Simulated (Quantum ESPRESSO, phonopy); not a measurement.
# CaO (Fm-3m): phonons against volume, part 9 of 9

Which modes of CaO drive its thermal expansion?

Experimental results on record:
- heat capacity C_P per formula unit 42.2 J/mol/K and bulk modulus 113 GPa near room temperature (given in “High-Throughput Prediction of Finite-Temperature Properties using the Quasi-Harmonic Approximation”, 2016, arXiv:1603.06924)

Quantum ESPRESSO 7.5; DFT LDA, scalar-relativistic, plane waves, GBRV ultrasoft pseudopotentials.

So far. Step 28 (Lattice dynamics at this volume, V/V0 1.05): The time given is that of the 2 pw.x runs on displaced cells behind this step.

## (29) How the modes move with volume (continued)

Grüneisen at points, by row:

```
point  branch  frequency (cm⁻¹)  mode Grüneisen parameter
    Γ       4               292                      2.53
    Γ       6             570.5                       1.1
    X       1             204.7                      0.11
    X       3             312.5                      2.17
    X       4             315.7                      2.42
    X       6             393.2                      0.67
    U       1               201                      1.01
    U       2             280.9                      1.16
    U       3             298.5                       1.5
    U       4             315.1                      2.18
    U       5             362.8                      1.56
    U       6             377.8                      1.25
    K       1               201                      1.01
    K       2             280.9                      1.16
    K       3             298.5                       1.5
    K       4             315.1                      2.18
    K       5             362.8                      1.56
    K       6             377.8                      1.25
    L       1             190.1                      2.16
    L       3             325.2                      1.94
    L       5             383.9                      1.02
    L       6             486.7                      1.14
    W       1             241.9                      1.58
    W       2             278.3                      1.06
    W       4               332                      1.64
    W       5             360.1                      1.66
```

The printed pressures lie 0.11 GPa below −dE/dV of the same runs on average, in a series that spans 9.9 GPa: energy and stress disagree, as they do when the basis is incomplete, so the pressures are not converged.

## (30) Free-energy fit

Numbers from this step:

```yaml
volume_expansion_coefficient_at_300_k: 35.03 1e-6/K
isothermal_bulk_modulus_at_300_k: 120.5 GPa
c_p_at_300_k: 21.36 J/mol-atom/K
grueneisen_parameter_at_300_k: 1.605
```

Energy (each curve on its own zero) against volume; values in meV/atom:

```
volume (Å³/atom)  static  F at 0 K  F at 300 K  F at 1300 K
          12.662    5.46      8.76        10.9         25.6
          12.857    1.44      3.42        4.75         13.8
          13.053       0      0.67         1.2         4.56
          13.249    0.93      0.33        0.01        -2.42
          13.445    4.07      2.21           1        -7.35
          13.706    11.4      7.87        5.43        -11.0
```

Phonopy-qha, vinet fit of F(V) at each temperature; no electronic free energy. Qha vinet, by row:

```
T (K)  fitted volume (Å³/atom)  alpha_V (1e-6/K)  B_T (GPa)  C_P (J/mol-atom/K)  Grueneisen
  100                    13.18             12.21      125.2               7.681       1.564
  150                     13.2             21.79      124.2               13.59       1.586
  200                    13.21             28.14      123.1               17.42       1.596
  250                    13.23             32.24      121.8               19.81       1.601
  300                    13.25             35.03      120.5               21.36       1.605
  350                    13.28             37.07      119.2               22.42       1.609
  400                     13.3             38.68      117.8               23.19       1.614
  450                    13.33             40.02      116.4               23.76        1.62
  500                    13.36             41.19        115               24.22       1.626
  550                    13.39             42.27      113.5               24.59       1.632
  600                    13.41             43.28        112               24.91       1.639
  650                    13.44             44.26      110.5               25.19       1.647
  700                    13.47             45.22        109               25.44       1.654
  750                     13.5             46.18      107.4               25.67       1.662
  800                    13.54             47.15      105.8               25.89        1.67
  850                    13.57             48.14      104.2               26.11       1.679
```

Table of volume expansion coefficient, phonopy-qha, Vinet by temperature:

temperature (K), volume expansion coefficient, phonopy-qha, Vinet (1e-6/K) and a bar from the least value:
```
       75        6.8 
      100       12.2 ####
      125       17.4 ########
      150       21.8 ###########
      175       25.3 #############
      200       28.1 ###############
      225       30.4 #################
      250       32.2 ##################
      275       33.8 ####################
      300       35.0 ####################
      325       36.1 #####################
      350       37.1 ######################
      375       37.9 #######################
      400       38.7 #######################
      425       39.4 ########################
      450       40.0 ########################
      475       40.6 #########################
      500       41.2 #########################
      525       41.7 #########################
      550       42.3 ##########################
      575       42.8 ##########################
      600       43.3 ##########################
      625       43.8 ###########################
      650       44.3 ###########################
      675       44.7 ############################
      700       45.2 ############################
      725       45.7 ############################
      750       46.2 #############################
      775       46.7 #############################
      800       47.1 #############################
      825       47.6 ##############################
      850       48.1 ##############################
```

The fit gives a volume expansion of 35.0 × 10⁻⁶/K at 300 K.

## (31) Results

```
volume expansion coefficient at 300 K  : 35.03 1e-6/K
isothermal bulk modulus at 300 K       : 120.5 GPa
C_P at 300 K                           : 21.36 J/mol-atom/K
Grüneisen parameter at 300 K           : 1.605
mean mode Grüneisen parameter at 300 K : 1.55
```

In words: Near room temperature CaO expands by 35.0 × 10⁻⁶/K in volume by LDA, with C_P = 21.4 J/(mol K) per mole of atoms and B_T = 121 GPa. The q-mesh is coarse, and the expansion can converge slowly with it. The table stops at 850 K because beyond it the fitted volume comes within 1 % of the largest computed cell, where the fit loses its support. C_P at room temperature is 86 % of the classical 3R an atom, so the stiffest modes are still partly frozen out. A measured bulk modulus near room temperature is 113 GPa (arXiv:1603.06924); the calculated 121 GPa differs by +7 %. The table does not say whether its value is isothermal or adiabatic. A measured heat capacity per formula unit near room temperature is 42.2 J/mol/K (arXiv:1603.06924); the calculated 42.7 J/mol/K differs by +1 %. The heat-capacity-weighted Grüneisen parameter goes from 1.43 at 50 K to 1.55 at 800 K. Weighting γ by the density of states and each mode's heat capacity at 300 K, modes below 190 cm⁻¹ give about 13 % of the sum of γC that drives the expansion, those up to 380 cm⁻¹ 78 % and the rest 9 %. Among the labelled points γ is largest for branch 4 at Γ (292 cm⁻¹, 2.5) and smallest for branch 1 at X (205 cm⁻¹, 0.11). The supercell is small: only its own wavevectors are exact, and branches between them are interpolated and can be misplaced. The printed pressures lie 0.11 GPa below −dE/dV of the same runs on average, in a series that spans 9.9 GPa: energy and stress disagree, as they do when the basis is incomplete, so the pressures are not converged.

[Logs are printed without paths, hosts, clocks, repeated set-up lines and the standing remarks that a program may print on its own settings, such as how far it seeks lower states.]

[Hosts, paths, dates, database ids (printed as entryN), source tags and the programs' standing remarks are cut or masked in the printed files.]

[A step with changed settings may run another functional than the one named; its input shows which.]

[Of the runs on displaced cells, only some may be shown.]
